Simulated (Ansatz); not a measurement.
# H on Hf(0001): change of the work function, part 2 of 4

Aim: the work function of Hf(0001) at several coverages of H (fcc site), and the dipole that each adsorbate carries.

Ansatz 0.2.0; plane-wave DFT, PBE, Ansatz PAW.

So far, work function, upper face (eV): step 2 (the clean slab) 4.33.

## Step 3: The covered slab, k-mesh 4×4×1, coverage 0.111 ML

System of this step: H/Hf(0001). The cell holds 37 atoms: 36 Hf and 1 H. Cell: a = 9.600 Å, b = 9.600 Å, c = 26.594 Å, α = 90.0°, β = 90.0°, γ = 60.0°. Vacuum lies along c.

The clean slab as it ended is repeated in the plane and the adsorbate is set on one face; the cell's size fixes the coverage, and the k-mesh shrinks with it to keep the sampling density about even. Adsorbate and upper layers relax, since the dipole depends on the height.

input.yaml reads:

```yaml
crystal:
  lattice:
    - [9.6, 0.0, 0.0]
    - [4.8, 8.3138438763, 0.0]
    - [0.0, 0.0, 26.593625136]
  atoms:
    - { symbol: Hf, position: [0.2222222222, 0.2222222222, 0.3384269709] }
    - { symbol: Hf, position: [0.0, 0.0, 0.4336076763] }
    - { symbol: Hf, position: [0.2222222222, 0.2222222222, 0.5328648498] }
    - { symbol: Hf, position: [0.0, 0.0, 0.6223377317] }
    - { symbol: Hf, position: [0.2222222222, 0.5555555556, 0.3384269709] }
    - { symbol: Hf, position: [0.0, 0.3333333333, 0.4336076763] }
    - { symbol: Hf, position: [0.2222222222, 0.5555555556, 0.5328648498] }
    - { symbol: Hf, position: [0.0, 0.3333333333, 0.6223377317] }
    - { symbol: Hf, position: [0.2222222222, 0.8888888889, 0.3384269709] }
    - { symbol: Hf, position: [0.0, 0.6666666667, 0.4336076763] }
    - { symbol: Hf, position: [0.2222222222, 0.8888888889, 0.5328648498] }
    - { symbol: Hf, position: [0.0, 0.6666666667, 0.6223377317] }
    - { symbol: Hf, position: [0.5555555556, 0.2222222222, 0.3384269709] }
    - { symbol: Hf, position: [0.3333333333, 0.0, 0.4336076763] }
    - { symbol: Hf, position: [0.5555555556, 0.2222222222, 0.5328648498] }
    - { symbol: Hf, position: [0.3333333333, 0.0, 0.6223377317] }
    - { symbol: Hf, position: [0.5555555556, 0.5555555556, 0.3384269709] }
    - { symbol: Hf, position: [0.3333333333, 0.3333333333, 0.4336076763] }
    - { symbol: Hf, position: [0.5555555556, 0.5555555556, 0.5328648498] }
    - { symbol: Hf, position: [0.3333333333, 0.3333333333, 0.6223377317] }
    - { symbol: Hf, position: [0.5555555556, 0.8888888889, 0.3384269709] }
    - { symbol: Hf, position: [0.3333333333, 0.6666666667, 0.4336076763] }
    - { symbol: Hf, position: [0.5555555556, 0.8888888889, 0.5328648498] }
    - { symbol: Hf, position: [0.3333333333, 0.6666666667, 0.6223377317] }
    - { symbol: Hf, position: [0.8888888889, 0.2222222222, 0.3384269709] }
    - { symbol: Hf, position: [0.6666666667, 0.0, 0.4336076763] }
    - { symbol: Hf, position: [0.8888888889, 0.2222222222, 0.5328648498] }
    - { symbol: Hf, position: [0.6666666667, 0.0, 0.6223377317] }
    - { symbol: Hf, position: [0.8888888889, 0.5555555556, 0.3384269709] }
    - { symbol: Hf, position: [0.6666666667, 0.3333333333, 0.4336076763] }
    - { symbol: Hf, position: [0.8888888889, 0.5555555556, 0.5328648498] }
    - { symbol: Hf, position: [0.6666666667, 0.3333333333, 0.6223377317] }
    - { symbol: Hf, position: [0.8888888889, 0.8888888889, 0.3384269709] }
    - { symbol: Hf, position: [0.6666666667, 0.6666666667, 0.4336076763] }
    - { symbol: Hf, position: [0.8888888889, 0.8888888889, 0.5328648498] }
    - { symbol: Hf, position: [0.6666666667, 0.6666666667, 0.6223377317] }
    - { symbol: H, position: [0.1111111111, 0.1111111111, 0.6615730291] }
kpoints:
  mp_grid: { grid: [4, 4, 1] }
hamiltonian:
  xc: pbe
scf:
  occupations: { method: fermi_dirac, width: 0.1 }
  convergence: { dr2_threshold: 1.0e-08 }
efield:
  axis: 3
  dipole_correction: true
  ramp_position: 0.97
  ramp_width: 0.06
relax:
  f_tol: 0.02
  max_steps: 60
  constraints:
    - { sites: [0, 1, 4, 5, 8, 9, 12, 13, 16, 17, 20, 21, 24, 25, 28, 29, 32, 33] }
output:
  write_potential: true
  write_density: true
  volumetric_format: npy
```

On the command line:

```
$ ansatz run input.yaml --threads 4 --pin off --max-ram 16384MiB --backend cpu --events-out ev --progress --plain --runs-dir out
```

The program printed:

```text
[...]
Crystal: 37 atoms, lattice volume = 2122.514 Å³
Basis set: ecut = 420 eV, 41363 PW (Γ), exchange–correlation on 144×144×360 points (8 copies of the dense FFT grid, shifted against one another)
Bands: 563, of which v1, the nominal top of the filled ones, is band 469 counted from 1 (468 counted from 0)
Symmetry: 6 space group operations
[...]
k-points: 4 of 16 (time reversal used)
[...]
SCF iter   1: F=—  HF=-565969.458959 eV  |F-HF|=—  |Δ(HF+E_count)|=         —  Δρ=6.14e-3  dr2=1.64e1  ethr=1.77e-3  p=-0.013 e·Å  D=-1.07e-3 V/Å  ΔV_dip=0.03 eV  dr2_dipole=1.76e-1  V_vac-E_F(+/−)=4.46/4.44 eV  ⟨swp⟩=6.0  Hψ=7232  notcnv=0  defer=34
[...]
SCF iter  12: F=-565969.015297 eV  HF=-565969.015297 eV  |F-HF|=9.31e-9  |Δ(HF+E_count)|=   1.51e-8  Δρ=1.97e-7  dr2=2.56e-9  ethr=1.07e-12  p=0.034 e·Å  D=2.89e-3 V/Å  ΔV_dip=-0.08 eV  dr2_dipole=1.74e-10  V_vac-E_F(+/−)=4.30/4.38 eV  ⟨swp⟩=11.5  Hψ=21108  notcnv=0
SCF 1 converged in 12 iterations: F = -565969.015297 eV  dr2 = 2.56e-9
[...]
relax step   1: F+E_penalty+E_count = -565969.01529657 eV  Δ(F+E_penalty+E_count) = +0.000e0 eV  max|allowed force component| = 1.196e-1 eV/Å  Δτ_max = 0.0000 Å  (12 SCF iters, accepted)
[...]
SCF iter  10: F=-565969.000878 eV  HF=-565969.000878 eV  |F-HF|=1.27e-8  |Δ(HF+E_count)|=   4.94e-8  Δρ=3.95e-7  dr2=6.37e-9  ethr=1.07e-12  p=0.032 e·Å  D=2.72e-3 V/Å  ΔV_dip=-0.07 eV  dr2_dipole=6.87e-11  V_vac-E_F(+/−)=4.31/4.38 eV  ⟨swp⟩=12.2  Hψ=21167  notcnv=0
SCF 2 converged in 10 iterations: F = -565969.000878 eV  dr2 = 6.37e-9
[...]
relax step   2: F+E_penalty+E_count = -565969.00087775 eV  Δ(F+E_penalty+E_count) = +1.442e-2 eV  max|allowed force component| = 2.009e-1 eV/Å  Δτ_max = 0.0910 Å  (10 SCF iters, rejected (line search))
SCF iter   1: F=—  HF=-565969.033890 eV  |F-HF|=—  |Δ(HF+E_count)|=         —  Δρ=1.04e-3  dr2=9.23e-2  ethr=1.04e-4  p=0.032 e·Å  D=2.72e-3 V/Å  ΔV_dip=-0.07 eV  dr2_dipole=2.78e-3  V_vac-E_F(+/−)=4.31/4.38 eV  ⟨swp⟩=5.0  Hψ=4771  notcnv=0  defer=13
[...]
SCF iter  10: F=-565969.024595 eV  HF=-565969.024595 eV  |F-HF|=2.10e-9  |Δ(HF+E_count)|=   3.17e-8  Δρ=3.04e-7  dr2=5.55e-9  ethr=1.07e-12  p=0.033 e·Å  D=2.80e-3 V/Å  ΔV_dip=-0.07 eV  dr2_dipole=9.77e-10  V_vac-E_F(+/−)=4.31/4.38 eV  ⟨swp⟩=12.0  Hψ=20996  notcnv=0
SCF 3 converged in 10 iterations: F = -565969.024595 eV  dr2 = 5.55e-9
relax step   3: F+E_penalty+E_count = -565969.02459503 eV  Δ(F+E_penalty+E_count) = -9.298e-3 eV  max|allowed force component| = 2.080e-2 eV/Å  Δτ_max = 0.0373 Å  (10 SCF iters, accepted)
SCF iter   1: F=—  HF=-565969.025370 eV  |F-HF|=—  |Δ(HF+E_count)|=         —  Δρ=6.59e-5  dr2=3.51e-4  ethr=3.25e-7  p=0.033 e·Å  D=2.80e-3 V/Å  ΔV_dip=-0.07 eV  dr2_dipole=1.30e-5  V_vac-E_F(+/−)=4.31/4.38 eV  ⟨swp⟩=4.0  Hψ=4017  notcnv=0  defer=12
[...]
SCF iter   7: F=-565969.024764 eV  HF=-565969.024764 eV  |F-HF|=1.44e-8  |Δ(HF+E_count)|=   3.74e-8  Δρ=3.06e-7  dr2=2.64e-9  ethr=1.07e-12  p=0.033 e·Å  D=2.81e-3 V/Å  ΔV_dip=-0.07 eV  dr2_dipole=2.06e-11  V_vac-E_F(+/−)=4.30/4.38 eV  ⟨swp⟩=10.0  Hψ=20813  notcnv=0
SCF 4 converged in 7 iterations: F = -565969.024764 eV  dr2 = 2.64e-9
relax step   4: F+E_penalty+E_count = -565969.02476413 eV  Δ(F+E_penalty+E_count) = -1.691e-4 eV  max|allowed force component| = 1.044e-2 eV/Å  Δτ_max = 0.0022 Å  (7 SCF iters, accepted)
NSCF: frozen V_eff on 4 k-points
[...]
SCF converged after 7 iterations
Free energy (F): -565969.024764 eV
[...]
Internal energy: -565967.288561 eV  (E = F + TS)
E sigma→0 (E₀):  -565968.156662 eV
Entropy (-TS):   -1.736203 eV (-46.924 meV/atom)
Fermi energy:    4.974307 eV
Dipole field:    D = 0.002813 V/Å  (p = 0.032992 e·Å, saw-weighted, corrected)
Work function:   Φ+ = 4.3049 eV   Φ− = 4.3797 eV
[...]
--- Forces (eV/Å), atoms counted from 1 ---
  atom   1  Hf     0.00594876     0.00343452     0.66122931
  atom   2  Hf    -0.01506240    -0.00869628    -0.62266036
  atom   3  Hf    -0.00027081    -0.00015635     0.00152034
  atom   4  Hf    -0.00302123    -0.00174431    -0.00393646
  atom   5  Hf    -0.00851882     0.00491835     0.66316756
  atom   6  Hf    -0.00000000     0.01739257    -0.62266036
  atom   7  Hf     0.00024999    -0.00014433    -0.00207713
  atom   8  Hf     0.00000000     0.00348862    -0.00393646
  atom   9  Hf     0.00000000    -0.00686904     0.66122931
  atom  10  Hf     0.01286814    -0.00742942    -0.69873792
  atom  11  Hf     0.00000000     0.00031270     0.00152034
  atom  12  Hf     0.00229781    -0.00132664    -0.00222487
  atom  13  Hf     0.00000000    -0.00983669     0.66316756
  atom  14  Hf     0.01506240    -0.00869628    -0.62266036
  atom  15  Hf    -0.00000000     0.00028867    -0.00207713
  atom  16  Hf     0.00302123    -0.00174431    -0.00393646
  atom  17  Hf     0.00851882     0.00491835     0.66316756
  atom  18  Hf    -0.01153342    -0.00665882    -0.65658513
  atom  19  Hf    -0.00024999    -0.00014433    -0.00207713
  atom  20  Hf     0.00904416     0.00522165     0.00263513
  atom  21  Hf    -0.00356454     0.00205799     0.65281746
  atom  22  Hf    -0.00000000     0.01331765    -0.65658513
  atom  23  Hf    -0.00367651     0.00212263     0.00497714
  atom  24  Hf     0.00000000    -0.01044329     0.00263513
  atom  25  Hf    -0.00594876     0.00343452     0.66122931
  atom  26  Hf    -0.00000000     0.01485884    -0.69873792
  atom  27  Hf     0.00027081    -0.00015635     0.00152034
  atom  28  Hf     0.00000000     0.00265329    -0.00222487
  atom  29  Hf     0.00000000    -0.00411598     0.65281746
  atom  30  Hf     0.01153342    -0.00665882    -0.65658513
  atom  31  Hf     0.00000000    -0.00424527     0.00497714
  atom  32  Hf    -0.00904416     0.00522165     0.00263513
  atom  33  Hf     0.00356454     0.00205799     0.65281746
  atom  34  Hf    -0.01286814    -0.00742942    -0.69873792
  atom  35  Hf     0.00367651     0.00212263     0.00497714
  atom  36  Hf    -0.00229781    -0.00132664    -0.00222487
  atom  37  H      0.00000000    -0.00000000    -0.00036295
  max |Σ_I F_I| component: 1.22e-5 eV/Å
--- Band table (eV) ---
  k-point 0: bands = [... 465 lower, 4.9603, 4.9618, 4.9618, 4.9931, 5.0187, 5.0187, 5.0204, 5.0359, ... 90 higher]
  k-point 1: bands = [... 465 lower, 4.9311, 4.9365, 4.9446, 4.9501, 4.9756, 5.0207, 5.0456, 5.0773, ... 90 higher]
  k-point 2: bands = [... 465 lower, 4.8401, 4.8445, 4.9436, 4.9765, 4.9818, 4.9898, 5.0686, 5.1744, ... 90 higher]
  k-point 3: bands = [... 465 lower, 4.9013, 4.9233, 4.9540, 4.9891, 5.0102, 5.0521, 5.0684, 5.1103, ... 90 higher]
--- Relaxed structure (4 steps of the walk, 3 accepted, 0 SCFs on fresh bases) ---
  F+E_penalty+E_count = -565969.02476413 eV   max|allowed force component| = 1.044e-2 eV/Å
  atoms:
    - { symbol: Hf, position: [0.222222, 0.222222, 0.3384269709] }
    - { symbol: Hf, position: [1.111110e-11, 1.111110e-11, 0.4336076763] }
    - { symbol: Hf, position: [0.222047, 0.222047, 0.533474] }
    - { symbol: Hf, position: [0.000296332, 0.000296332, 0.623234] }
    - { symbol: Hf, position: [0.222222, 0.555556, 0.3384269709] }
    - { symbol: Hf, position: [1.111111e-11, 0.333333, 0.4336076763] }
    - { symbol: Hf, position: [0.222048, 0.555643, 0.532592] }
    - { symbol: Hf, position: [0.000296332, 0.332741, 0.623234] }
    - { symbol: Hf, position: [0.222222, 0.888889, 0.3384269709] }
    - { symbol: Hf, position: [-2.222217e-11, 0.666667, 0.4336076763] }
    - { symbol: Hf, position: [0.222047, 0.889239, 0.533474] }
    - { symbol: Hf, position: [-0.000187371, 0.666760, 0.622103] }
    - { symbol: Hf, position: [0.555556, 0.222222, 0.3384269709] }
    - { symbol: Hf, position: [0.333333, 1.111110e-11, 0.4336076763] }
    - { symbol: Hf, position: [0.555643, 0.222048, 0.532592] }
    - { symbol: Hf, position: [0.332741, 0.000296332, 0.623234] }
    - { symbol: Hf, position: [0.555556, 0.555556, 0.3384269709] }
    - { symbol: Hf, position: [0.333333, 0.333333, 0.4336076763] }
    - { symbol: Hf, position: [0.555643, 0.555643, 0.532592] }
    - { symbol: Hf, position: [0.334194, 0.334194, 0.622258] }
    - { symbol: Hf, position: [0.555556, 0.888889, 0.3384269709] }
    - { symbol: Hf, position: [0.333333, 0.666667, 0.4336076763] }
    - { symbol: Hf, position: [0.555468, 0.888932, 0.532477] }
    - { symbol: Hf, position: [0.334194, 0.664945, 0.622258] }
    - { symbol: Hf, position: [0.888889, 0.222222, 0.3384269709] }
    - { symbol: Hf, position: [0.666667, -2.222223e-11, 0.4336076763] }
    - { symbol: Hf, position: [0.889239, 0.222047, 0.533474] }
    - { symbol: Hf, position: [0.666760, -0.000187371, 0.622103] }
    - { symbol: Hf, position: [0.888889, 0.555556, 0.3384269709] }
    - { symbol: Hf, position: [0.666667, 0.333333, 0.4336076763] }
    - { symbol: Hf, position: [0.888932, 0.555468, 0.532477] }
    - { symbol: Hf, position: [0.664945, 0.334194, 0.622258] }
    - { symbol: Hf, position: [0.888889, 0.888889, 0.3384269709] }
    - { symbol: Hf, position: [0.666667, 0.666667, 0.4336076763] }
    - { symbol: Hf, position: [0.888932, 0.888932, 0.532477] }
    - { symbol: Hf, position: [0.666760, 0.666760, 0.622103] }
    - { symbol: H, position: [0.111111, 0.111111, 0.662948] }
```

Wall time 21 min (4 threads of Arm Neoverse V1, shared host); peak memory 12 GiB; 82 min of CPU time.

Relaxation path:

```
step  energy less that of the first step (eV)  largest force component (eV/Å)
   1                                   0.0000                          0.1196
   2                                   0.0144                          0.2009
   3                                  -0.0093                          0.0208
   4                                  -0.0095                          0.0104
```

Relaxation step 2 was tried and not accepted.

Forces are held to the 6 operations that the program found; a distortion that breaks them can't arise in this run.

The atoms that moved most (Å):

```
atom      dx      dy      dz  length
 H37   0.000   0.000   0.037   0.037
 Hf8   0.000  -0.005   0.024   0.024
Hf16  -0.004   0.002   0.024   0.024
 Hf4   0.004   0.002   0.024   0.024
 Hf3  -0.003  -0.001   0.016   0.016
Hf11   0.000   0.003   0.016   0.016
Hf27   0.003  -0.001   0.016   0.016
Hf32  -0.012   0.007  -0.002   0.014
```

Final coordinates:

```
Hf H
1.0
     9.60000    0.00000    0.00000
     4.80000    8.31384    0.00000
     0.00000    0.00000   26.59363
Hf H
36 1
Direct
  0.22222 0.22222 0.33843
  0.00000 0.00000 0.43361
  0.22205 0.22205 0.53347
  0.00030 0.00030 0.62323
  0.22222 0.55556 0.33843
  0.00000 0.33333 0.43361
  0.22205 0.55564 0.53259
  0.00030 0.33274 0.62323
  0.22222 0.88889 0.33843
  0.00000 0.66667 0.43361
  0.22205 0.88924 0.53347
  0.99981 0.66676 0.62210
  0.55556 0.22222 0.33843
  0.33333 0.00000 0.43361
  0.55564 0.22205 0.53259
  0.33274 0.00030 0.62323
  0.55556 0.55556 0.33843
  0.33333 0.33333 0.43361
  0.55564 0.55564 0.53259
  0.33419 0.33419 0.62226
  0.55556 0.88889 0.33843
  0.33333 0.66667 0.43361
  0.55547 0.88893 0.53248
  0.33419 0.66495 0.62226
  0.88889 0.22222 0.33843
  0.66667 0.00000 0.43361
  0.88924 0.22205 0.53347
  0.66676 0.99981 0.62210
  0.88889 0.55556 0.33843
  0.66667 0.33333 0.43361
  0.88893 0.55547 0.53248
  0.66495 0.33419 0.62226
  0.88889 0.88889 0.33843
  0.66667 0.66667 0.43361
  0.88893 0.88893 0.53248
  0.66676 0.66676 0.62210
  0.11111 0.11111 0.66295
```

Read from the output:

* energy at zero smearing: -565968.1567 eV
* work function, upper face: 4.305 eV
* work function, lower face: 4.380 eV
* dipole along the normal: 0.03299 e·Å
* step between the vacuum levels: -0.07479 eV

Running mean over 2.5312 Å of the planar mean; the ramp of the sawtooth is left out. Electron's electrostatic potential energy less the Fermi level against z:

```
z (Å)  electron's electrostatic potential energy less the Fermi level (eV)
  3.5                                                                 4.38
  4.0                                                                 4.38
  4.5                                                                 4.37
  5.0                                                                 4.35
  5.5                                                                 4.29
  6.0                                                                 4.12
  6.5                                                                 3.65
  7.0                                                                 2.30
  7.5                                                               -0.569
  8.0                                                                -4.05
  8.5                                                                -6.60
  9.0                                                                -7.42
  9.5                                                                -7.41
 10.0                                                                -7.30
 10.5                                                                -7.26
 11.0                                                                -7.26
 11.5                                                                -7.25
 12.0                                                                -7.08
 12.5                                                                -6.76
 13.0                                                                -6.69
 13.5                                                                -6.91
 14.0                                                                -7.23
 14.5                                                                -7.57
 15.0                                                                -8.04
 15.5                                                                -8.16
 16.0                                                                -7.94
 16.5                                                                -7.59
 17.0                                                                -6.84
 17.5                                                                -4.46
 18.0                                                                -1.05
 18.5                                                                 1.95
 19.0                                                                 3.46
 19.5                                                                 4.03
 20.0                                                                 4.21
 20.5                                                                 4.27
 21.0                                                                 4.30
 21.5                                                                 4.30
 22.0                                                                 4.30
 22.5                                                                 4.30
 23.0                                                                 4.30
```

The relaxation took 4 steps and lowered the energy by 0.0095 eV; the largest force on the free atoms ends at 0.010 eV/Å.

The covered face has 4.30 eV, -0.03 eV against the clean one; the bare back face has moved by -0.00 eV, a measure of how thin the slab is.

[end of part 2 of 4]

[Long decimals in the printed logs are rounded to 6 places.]

[Logs are printed without paths, hosts, clocks, repeated set-up lines and the standing remarks that a program may print on its own settings, such as how far it seeks lower states.]

[Hosts, paths, dates, database ids (printed as entryN), source tags and the programs' standing remarks are cut or masked in the printed files.]

[Maps of the electrostatic potential energy from Ansatz leave out the sawtooth potential of an applied field or a dipole correction, so their vacuum need not be flat; planar profiles and work functions include it.]
